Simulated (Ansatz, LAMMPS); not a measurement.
## A vacancy of S at several sites of amorphous Hg33S25Se8 (66 atoms)

At which site of amorphous Hg33S25Se8 (66 atoms) does a vacancy of S cost least, and what about the site decides it?

Calculated with Ansatz 0.2.0; Kohn-Sham DFT, LDA, PAW (set soft_1), plane waves.

### 1. Starting point

The cell holds 66 atoms: 33 Hg, 25 S and 8 Se. Its edges and angles: a = 12.034 Å, b = 12.034 Å, c = 12.034 Å, α = 90.0°, β = 90.0°, γ = 90.0°. 66 atoms (33 Hg, 25 S, 8 Se) placed at random at 7.67 g/cm³, melted at 2500 K for 10 ps at fixed volume with the Stillinger-Weber II-VI potential (Zhou et al., Phys. Rev. B 88, 085309 (2013)). Quenched from 2500 K to 500 K at 10 K/ps and fixed volume, held 5 ps, then minimised at fixed cell.

What the set-up can't give: The quench rate of 10 K/ps is many orders above laboratory rates, so the cell is likely richer in defects and strain than a real sample. The starting topology of bonds comes from the classical model, and needn't be the one that DFT or experiment would give. Only the Γ point is sampled, in a cell whose shortest periodic width is 12 Å. The levels lack spin–orbit coupling, which is large for the heavy elements here.

### 2. Single point at the start

The forces at the start show how far the geometry lies from a minimum of this functional.

input.yaml

```yaml
crystal:
  lattice:
    - [12.034, 0.0, 0.0]
    - [0.0, 12.034, 0.0]
    - [0.0, 0.0, 12.034]
  atoms:
    - { symbol: Hg, position: [0.73616, 0.69763, 0.62055] }
    - { symbol: Hg, position: [0.80887, 0.01962, 0.53127] }
    - { symbol: Hg, position: [0.21322, 0.19087, 0.08872] }
    - { symbol: Hg, position: [0.37004, 0.72951, 0.77101] }
    - { symbol: Hg, position: [0.50591, 0.69654, 0.44042] }
    - { symbol: Hg, position: [0.16842, 0.43532, 0.35654] }
    - { symbol: Hg, position: [0.29914, 0.5353, 0.10715] }
    - { symbol: Hg, position: [0.82069, 0.22606, 0.36067] }
    - { symbol: Hg, position: [0.55464, 0.98703, 0.33209] }
    - { symbol: Hg, position: [0.79831, 0.77993, 0.05466] }
    - { symbol: Hg, position: [0.40693, 0.29902, 0.35869] }
    - { symbol: Hg, position: [0.77166, 0.80876, 0.33215] }
    - { symbol: Hg, position: [0.93766, 0.30871, 0.70803] }
    - { symbol: Hg, position: [0.17156, 0.71028, 0.51317] }
    - { symbol: Hg, position: [0.95015, 0.53471, 0.09401] }
    - { symbol: Hg, position: [0.27752, 0.99566, 0.28413] }
    - { symbol: Hg, position: [0.84902, 0.50681, 0.43452] }
    - { symbol: Hg, position: [0.12509, 0.8746, 0.97921] }
    - { symbol: Hg, position: [0.60392, 0.20825, 0.5649] }
    - { symbol: Hg, position: [0.69838, 0.23684, 0.84466] }
    - { symbol: Hg, position: [0.58553, 0.25386, 0.12569] }
    - { symbol: Hg, position: [0.92475, 0.1742, 0.04141] }
    - { symbol: Hg, position: [0.02582, 0.92833, 0.28453] }
    - { symbol: Hg, position: [0.61737, 0.59089, 0.91974] }
    - { symbol: Hg, position: [0.41792, 0.05915, 0.89832] }
    - { symbol: Hg, position: [0.44688, 0.83182, 0.08682] }
    - { symbol: Hg, position: [0.24639, 0.44436, 0.6741] }
    - { symbol: Hg, position: [0.07862, 0.1965, 0.4692] }
    - { symbol: Hg, position: [0.69352, 0.94483, 0.81849] }
    - { symbol: Hg, position: [0.02672, 0.04486, 0.79687] }
    - { symbol: Hg, position: [0.39592, 0.35223, 0.90603] }
    - { symbol: Hg, position: [0.95988, 0.64305, 0.78975] }
    - { symbol: Hg, position: [0.3025, 0.03135, 0.62537] }
    - { symbol: S, position: [0.77454, 0.33104, 0.02444] }
    - { symbol: S, position: [0.7619, 0.73539, 0.83837] }
    - { symbol: S, position: [0.60236, 0.19323, 0.33745] }
    - { symbol: S, position: [0.8314, 0.09757, 0.72745] }
    - { symbol: S, position: [0.07387, 0.40532, 0.55855] }
    - { symbol: S, position: [0.12749, 0.91096, 0.64977] }
    - { symbol: S, position: [0.21679, 0.49089, 0.88759] }
    - { symbol: S, position: [0.61476, 0.51779, 0.588] }
    - { symbol: S, position: [0.37472, 0.32963, 0.13168] }
    - { symbol: S, position: [0.28939, 0.98567, 0.05441] }
    - { symbol: S, position: [0.96159, 0.63676, 0.57133] }
    - { symbol: S, position: [0.10127, 0.22727, 0.90191] }
    - { symbol: S, position: [0.4251, 0.33667, 0.58675] }
    - { symbol: S, position: [0.73423, 0.57067, 0.10169] }
    - { symbol: S, position: [0.42283, 0.6587, 0.96719] }
    - { symbol: S, position: [0.15795, 0.73703, 0.82333] }
    - { symbol: S, position: [0.78495, 0.33188, 0.5534] }
    - { symbol: S, position: [0.31082, 0.20048, 0.77019] }
    - { symbol: S, position: [0.68769, 0.61115, 0.33916] }
    - { symbol: S, position: [0.28189, 0.14023, 0.44193] }
    - { symbol: S, position: [0.57835, 0.41113, 0.81197] }
    - { symbol: S, position: [0.35898, 0.61532, 0.59098] }
    - { symbol: S, position: [0.95317, 0.87128, 0.47614] }
    - { symbol: S, position: [0.60992, 0.08385, 0.98418] }
    - { symbol: S, position: [0.9675, 0.44748, 0.8884] }
    - { symbol: Se, position: [0.47452, 0.91798, 0.72868] }
    - { symbol: Se, position: [0.6449, 0.92394, 0.13257] }
    - { symbol: Se, position: [0.96628, 0.40679, 0.27308] }
    - { symbol: Se, position: [0.17935, 0.64324, 0.28438] }
    - { symbol: Se, position: [0.01142, 0.76525, 0.13028] }
    - { symbol: Se, position: [0.04061, 0.1506, 0.23748] }
    - { symbol: Se, position: [0.37953, 0.79679, 0.29194] }
    - { symbol: Se, position: [0.62808, 0.88044, 0.52454] }
kpoints:
  mp_grid: { grid: [1, 1, 1] }
hamiltonian:
  xc: lda
  pseudopotentials: { kind: paw, azcp: { folder: soft_1 }, xc_functional: pbe }
scf:
  occupations: { method: fermi_dirac, width: 0.05 }
output:
  forces: true
```

Command:

```sh
$ ansatz run input.yaml --threads 8 --pin off --max-ram 15872MiB --backend cpu --events-out ev --progress --plain --runs-dir out
```

Numbers of over 12 decimals in the logs are rounded to 6 here.

Log:

```text
[...]
Pseudopotentials: kind: paw
Pseudopotential: Hg, paw, valence charge 20, recommended cutoff 420 eV (normal), soft_1/Hg.paw.azcp
Pseudopotential: S, paw, valence charge 6, recommended cutoff 420 eV (normal), soft_1/S.paw.azcp
Pseudopotential: Se, paw, valence charge 16, recommended cutoff 420 eV (normal), soft_1/Se.paw.azcp
[... 3 lines on functional and potentials left out ...]
Crystal: 66 atoms, lattice volume = 1742.730 Å³
Basis set: ecut = 420 eV, 34049 PW (Γ)
Bands: 535, of which v1, the nominal top of the filled ones, is band 469 counted from 1 (468 counted from 0)
Symmetry: 1 space group operations
Space group: P1 (ITA 1), of the structure as read, at distance tolerance 1.2e-4 Å
k-points: 1
[... 10 lines on functional and potentials left out ...]
Initial density: superposition of atomic densities (chi_scale 0.1, normalization cell, long waves kept (reshape's long-wave potential 0.37 eV rms))
Initial wavefunctions: pseudopotential atomic-orbital guess
[...]
SCF iter   1: F=—  HF=-511092.804069 eV  |F-HF|=—  |Δ(HF+E_count)|=         —  Δρ=2.95e-2  dr2=6.91e1  ethr=3.10e-3  ⟨swp⟩=6.0  Hψ=1891  notcnv=0  defer=1
preconditioner: auto → LDOS  [metal: Δε(μ)=0.078 eV  Ē_g=8.814 eV  σ=0.050 eV  W_gap=0.37  n_scr=460 (ndim 8)  ℏωp=21.7 eV  f_vac=0.101  D(μ)=28.16/eV (n_scr^D=146)  β→1.0]
[...]
SCF iter  13: F=—  HF=-511084.627436 eV  |F-HF|=—  |Δ(HF+E_count)|=   1.70e-7  Δρ=2.84e-6  dr2=3.37e-7  ethr=1.39e-10  ⟨swp⟩=2.0  Hψ=761  notcnv=0  defer=39
SCF iter  14: F=-511084.627436 eV  HF=-511084.627436 eV  |F-HF|=4.32e-8  |Δ(HF+E_count)|=   4.67e-8  Δρ=1.10e-6  dr2=5.08e-8  ethr=1.07e-11  ⟨swp⟩=4.0  Hψ=1746  notcnv=0
SCF 1 converged in 14 iterations: F = -511084.627436 eV  dr2 = 5.08e-8
[...]
SCF converged after 14 iterations
Free energy (F): -511084.627436 eV
Harris-Foulkes:  -511084.627436 eV  (|F-HF|=4.32e-8)
Internal energy: -511084.400002 eV  (E = F + TS)
E sigma→0 (E₀):  -511084.513719 eV
Entropy (-TS):   -0.227434 eV (-3.446 meV/atom)
Fermi energy:    8.075087 eV
--- Per-component energies (eV) ---
[...]
Σ components = -511084.627436   (vs F -511084.627436, Δ=0.00e0)
--- Forces (eV/Å), atoms counted from 1 ---
  atom   1  Hg    -0.13975533    -0.47649439    -0.18633490
  atom   2  Hg     0.36967623     0.01724510    -0.25430875
  atom   3  Hg    -0.16017881     0.11209861    -0.19296662
  atom   4  Hg     0.00148754    -0.03476872    -0.09254559
[...]
atom  66  Se     0.25240163    -0.18018422    -0.38900893
  max |Σ_I F_I| component: 3.94e-5 eV/Å
```

Wall time 23 s (8 threads of Arm Neoverse V1, shared host); peak memory 2.5 GiB; 2.9 min of CPU time.

Reading the cycles: dr2 is the Hartree energy of the density residual (eV), the measure of convergence; HF is the Harris–Foulkes estimate of the energy, which meets the free energy F at convergence.

The r.m.s. force at the start is 0.36 eV/Å.

### 3. Relaxation

With the cell held, the atoms are moved downhill towards a nearby minimum.

input.yaml

```yaml
crystal:
  lattice:
    - [12.034, 0.0, 0.0]
    - [0.0, 12.034, 0.0]
    - [0.0, 0.0, 12.034]
  atoms:
    [... the 66 atom lines of step 2 ...]
kpoints:
  mp_grid: { grid: [1, 1, 1] }
hamiltonian:
  xc: lda
  pseudopotentials: { kind: paw, azcp: { folder: soft_1 }, xc_functional: pbe }
scf:
  occupations: { method: fermi_dirac, width: 0.05 }
output:
  forces: true
relax:
  f_tol: 0.05
  max_steps: 120
```

Log:

```text
[...]
Crystal: 66 atoms, lattice volume = 1742.730 Å³
Basis set: ecut = 420 eV, 34049 PW (Γ)
Bands: 563, of which v1, the nominal top of the filled ones, is band 469 counted from 1 (468 counted from 0)
Symmetry: 1 space group operations
[...]
k-points: 1
[...]
SCF iter   1: F=—  HF=-511092.814878 eV  |F-HF|=—  |Δ(HF+E_count)|=         —  Δρ=2.95e-2  dr2=6.91e1  ethr=3.10e-3  ⟨swp⟩=6.0  Hψ=2005  notcnv=0  defer=19
[...]
SCF iter   9: F=—  HF=-511084.627453 eV  |F-HF|=—  |Δ(HF+E_count)|=   5.28e-5  Δρ=4.84e-5  dr2=9.36e-5  ethr=4.54e-8  ⟨swp⟩=2.0  Hψ=596  notcnv=0  defer=67
SCF iter  10: F=-511084.627421 eV  HF=-511084.627440 eV  |F-HF|=1.88e-5  |Δ(HF+E_count)|=   1.27e-5  Δρ=2.29e-5  dr2=2.18e-5  ethr=6.66e-9  ⟨swp⟩=4.0  Hψ=1772  notcnv=0
SCF 1 converged in 10 iterations: F = -511084.627421 eV  dr2 = 2.18e-5
[...]
relax step   1: F+E_penalty+E_count = -511084.62742098 eV  Δ(F+E_penalty+E_count) = +0.000e0 eV  max|allowed force component| = 1.127e0 eV/Å  Δτ_max = 0.0000 Å  (10 SCF iters, dr2 threshold 6.25e-5 eV, accepted)
[...]
relax step   2: F+E_penalty+E_count = -511087.60579671 eV  Δ(F+E_penalty+E_count) = -2.978e0 eV  max|allowed force component| = 7.456e-1 eV/Å  Δτ_max = 0.1948 Å  (7 SCF iters, dr2 threshold 7.93e-5 eV, accepted)
[...]
relax step   3: F+E_penalty+E_count = -511089.69618804 eV  Δ(F+E_penalty+E_count) = -2.090e0 eV  max|allowed force component| = 6.243e-1 eV/Å  Δτ_max = 0.1949 Å  (8 SCF iters, dr2 threshold 3.47e-5 eV, accepted)
relax step   4: F+E_penalty+E_count = -511091.31531650 eV  Δ(F+E_penalty+E_count) = -1.619e0 eV  max|allowed force component| = 7.122e-1 eV/Å  Δτ_max = 0.1963 Å  (8 SCF iters, dr2 threshold 1.00e-4 eV, accepted)
relax step   5: F+E_penalty+E_count = -511092.38502162 eV  Δ(F+E_penalty+E_count) = -1.070e0 eV  max|allowed force component| = 7.504e-1 eV/Å  Δτ_max = 0.1951 Å  (7 SCF iters, dr2 threshold 1.00e-4 eV, accepted)
relax step   6: F+E_penalty+E_count = -511093.27609183 eV  Δ(F+E_penalty+E_count) = -8.911e-1 eV  max|allowed force component| = 7.169e-1 eV/Å  Δτ_max = 0.1953 Å  (7 SCF iters, dr2 threshold 1.00e-4 eV, accepted)
relax step   7: F+E_penalty+E_count = -511094.42321303 eV  Δ(F+E_penalty+E_count) = -1.147e0 eV  max|allowed force component| = 9.000e-1 eV/Å  Δτ_max = 0.1951 Å  (6 SCF iters, dr2 threshold 1.00e-4 eV, accepted)
relax step   8: F+E_penalty+E_count = -511095.08005420 eV  Δ(F+E_penalty+E_count) = -6.568e-1 eV  max|allowed force component| = 1.812e0 eV/Å  Δτ_max = 0.1953 Å  (6 SCF iters, dr2 threshold 1.00e-4 eV, accepted)
relax step   9: F+E_penalty+E_count = -511095.81117052 eV  Δ(F+E_penalty+E_count) = -7.311e-1 eV  max|allowed force component| = 2.496e-1 eV/Å  Δτ_max = 0.1939 Å  (6 SCF iters, dr2 threshold 1.00e-4 eV, accepted)
relax step  10: F+E_penalty+E_count = -511096.29480237 eV  Δ(F+E_penalty+E_count) = -4.836e-1 eV  max|allowed force component| = 3.413e-1 eV/Å  Δτ_max = 0.1949 Å  (8 SCF iters, dr2 threshold 3.89e-6 eV, accepted)
relax step  11: F+E_penalty+E_count = -511096.62082749 eV  Δ(F+E_penalty+E_count) = -3.260e-1 eV  max|allowed force component| = 2.554e-1 eV/Å  Δτ_max = 0.1950 Å  (7 SCF iters, dr2 threshold 7.28e-6 eV, accepted)
relax step  12: F+E_penalty+E_count = -511096.84216321 eV  Δ(F+E_penalty+E_count) = -2.213e-1 eV  max|allowed force component| = 1.655e-1 eV/Å  Δτ_max = 0.1933 Å  (6 SCF iters, dr2 threshold 3.65e-5 eV, accepted)
relax step  13: F+E_penalty+E_count = -511097.02645265 eV  Δ(F+E_penalty+E_count) = -1.843e-1 eV  max|allowed force component| = 1.215e-1 eV/Å  Δτ_max = 0.1913 Å  (6 SCF iters, dr2 threshold 1.15e-5 eV, accepted)
relax step  14: F+E_penalty+E_count = -511097.23851885 eV  Δ(F+E_penalty+E_count) = -2.121e-1 eV  max|allowed force component| = 1.653e-1 eV/Å  Δτ_max = 0.1939 Å  (7 SCF iters, dr2 threshold 6.20e-6 eV, accepted)
relax step  15: F+E_penalty+E_count = -511097.42505042 eV  Δ(F+E_penalty+E_count) = -1.865e-1 eV  max|allowed force component| = 1.672e-1 eV/Å  Δτ_max = 0.1968 Å  (7 SCF iters, dr2 threshold 1.47e-5 eV, accepted)
relax step  16: F+E_penalty+E_count = -511097.61310029 eV  Δ(F+E_penalty+E_count) = -1.880e-1 eV  max|allowed force component| = 1.870e-1 eV/Å  Δτ_max = 0.1957 Å  (6 SCF iters, dr2 threshold 2.79e-5 eV, accepted)
relax step  17: F+E_penalty+E_count = -511097.77434614 eV  Δ(F+E_penalty+E_count) = -1.612e-1 eV  max|allowed force component| = 1.748e-1 eV/Å  Δτ_max = 0.1952 Å  (6 SCF iters, dr2 threshold 3.50e-5 eV, accepted)
relax step  18: F+E_penalty+E_count = -511097.92127665 eV  Δ(F+E_penalty+E_count) = -1.469e-1 eV  max|allowed force component| = 1.112e-1 eV/Å  Δτ_max = 0.2000 Å  (6 SCF iters, dr2 threshold 2.67e-5 eV, accepted)
relax step  19: F+E_penalty+E_count = -511098.00495579 eV  Δ(F+E_penalty+E_count) = -8.368e-2 eV  max|allowed force component| = 1.172e-1 eV/Å  Δτ_max = 0.1968 Å  (7 SCF iters, dr2 threshold 5.01e-6 eV, accepted)
relax step  20: F+E_penalty+E_count = -511098.03221906 eV  Δ(F+E_penalty+E_count) = -2.726e-2 eV  max|allowed force component| = 1.702e-1 eV/Å  Δτ_max = 0.2000 Å  (8 SCF iters, dr2 threshold 5.56e-6 eV, accepted)
relax step  21: F+E_penalty+E_count = -511098.08299861 eV  Δ(F+E_penalty+E_count) = -5.078e-2 eV  max|allowed force component| = 1.079e-1 eV/Å  Δτ_max = 0.0815 Å  (5 SCF iters, dr2 threshold 2.90e-5 eV, accepted)
relax step  22: F+E_penalty+E_count = -511098.10098623 eV  Δ(F+E_penalty+E_count) = -1.799e-2 eV  max|allowed force component| = 7.410e-2 eV/Å  Δτ_max = 0.0877 Å  (6 SCF iters, dr2 threshold 4.68e-6 eV, accepted)
relax step  23: F+E_penalty+E_count = -511098.11929477 eV  Δ(F+E_penalty+E_count) = -1.831e-2 eV  max|allowed force component| = 1.045e-1 eV/Å  Δτ_max = 0.2000 Å  (10 SCF iters, accepted)
relax step  24: F+E_penalty+E_count = -511098.15819653 eV  Δ(F+E_penalty+E_count) = -3.890e-2 eV  max|allowed force component| = 1.027e-1 eV/Å  Δτ_max = 0.0508 Å  (6 SCF iters, dr2 threshold 5.15e-6 eV, accepted)
relax step  25: F+E_penalty+E_count = -511098.20359952 eV  Δ(F+E_penalty+E_count) = -4.540e-2 eV  max|allowed force component| = 1.767e-1 eV/Å  Δτ_max = 0.1297 Å  (7 SCF iters, dr2 threshold 1.02e-5 eV, accepted)
relax step  26: F+E_penalty+E_count = -511098.27011578 eV  Δ(F+E_penalty+E_count) = -6.652e-2 eV  max|allowed force component| = 2.513e-1 eV/Å  Δτ_max = 0.1947 Å  (6 SCF iters, dr2 threshold 3.02e-5 eV, accepted)
relax step  27: F+E_penalty+E_count = -511098.33805740 eV  Δ(F+E_penalty+E_count) = -6.794e-2 eV  max|allowed force component| = 1.992e-1 eV/Å  Δτ_max = 0.1946 Å  (5 SCF iters, dr2 threshold 6.31e-5 eV, accepted)
relax step  28: F+E_penalty+E_count = -511098.38075107 eV  Δ(F+E_penalty+E_count) = -4.269e-2 eV  max|allowed force component| = 8.126e-2 eV/Å  Δτ_max = 0.0877 Å  (5 SCF iters, dr2 threshold 2.49e-5 eV, accepted)
relax step  29: F+E_penalty+E_count = -511098.38803480 eV  Δ(F+E_penalty+E_count) = -7.284e-3 eV  max|allowed force component| = 1.050e-1 eV/Å  Δτ_max = 0.0498 Å  (8 SCF iters, accepted)
relax step  30: F+E_penalty+E_count = -511098.39776719 eV  Δ(F+E_penalty+E_count) = -9.732e-3 eV  max|allowed force component| = 5.751e-2 eV/Å  Δτ_max = 0.0322 Å  (8 SCF iters, accepted)
relax step  31: F+E_penalty+E_count = -511098.31787903 eV  Δ(F+E_penalty+E_count) = +7.989e-2 eV  max|allowed force component| = 2.420e-1 eV/Å  Δτ_max = 0.2000 Å  (10 SCF iters, rejected (line search))
[...]
relax step  32: F+E_penalty+E_count = -511098.40499930 eV  Δ(F+E_penalty+E_count) = -7.232e-3 eV  max|allowed force component| = 3.664e-2 eV/Å  Δτ_max = 0.0562 Å  (9 SCF iters, accepted)
SCF converged after 9 iterations
Free energy (F): -511098.404999 eV
[...]
Internal energy: -511098.404639 eV  (E = F + TS)
E sigma→0 (E₀):  -511098.404819 eV
Entropy (-TS):   -0.000360 eV (-0.005 meV/atom)
Fermi energy:    8.398673 eV
[...]
Σ components = -511098.404999   (vs F -511098.404999, Δ=0.00e0)
--- Forces (eV/Å), atoms counted from 1 ---
  atom   1  Hg     0.00064365     0.00109826     0.00028781
  atom   2  Hg    -0.00227724    -0.00466378     0.00576135
  atom   3  Hg     0.00842807    -0.00200952    -0.00144603
  atom   4  Hg     0.00607055    -0.00219612     0.00899984
[...]
atom  66  Se     0.01015544    -0.00542421     0.00231699
  max |Σ_I F_I| component: 1.03e-4 eV/Å
--- Relaxed structure (32 steps of the walk, 31 accepted, 0 SCFs on fresh bases) ---
  F+E_penalty+E_count = -511098.40499930 eV   max|allowed force component| = 3.664e-2 eV/Å
  atoms:
    - { symbol: Hg, position: [0.688512, 0.696955, 0.637983] }
    - { symbol: Hg, position: [0.847009, 0.00132467, 0.555628] }
    - { symbol: Hg, position: [0.194473, 0.261241, 0.030528] }
    - { symbol: Hg, position: [0.358441, 0.725908, 0.784207] }
[...]
- { symbol: Se, position: [0.647551, 0.889187, 0.514138] }
```

The job ended after 7.2 min (8 threads; peak memory 2.5 GiB).

The relaxation converged after 32 steps, 13.8 eV below its start, with a largest force component of 0.037 eV/Å.

[end of part 1 of 4]

[Logs are printed without paths, hosts, clocks, repeated set-up lines and the standing remarks that a program may print on its own settings, such as how far it seeks lower states.]

[Hosts, paths, dates, database ids (printed as entryN), source tags and the programs' standing remarks are cut or masked in the printed files.]
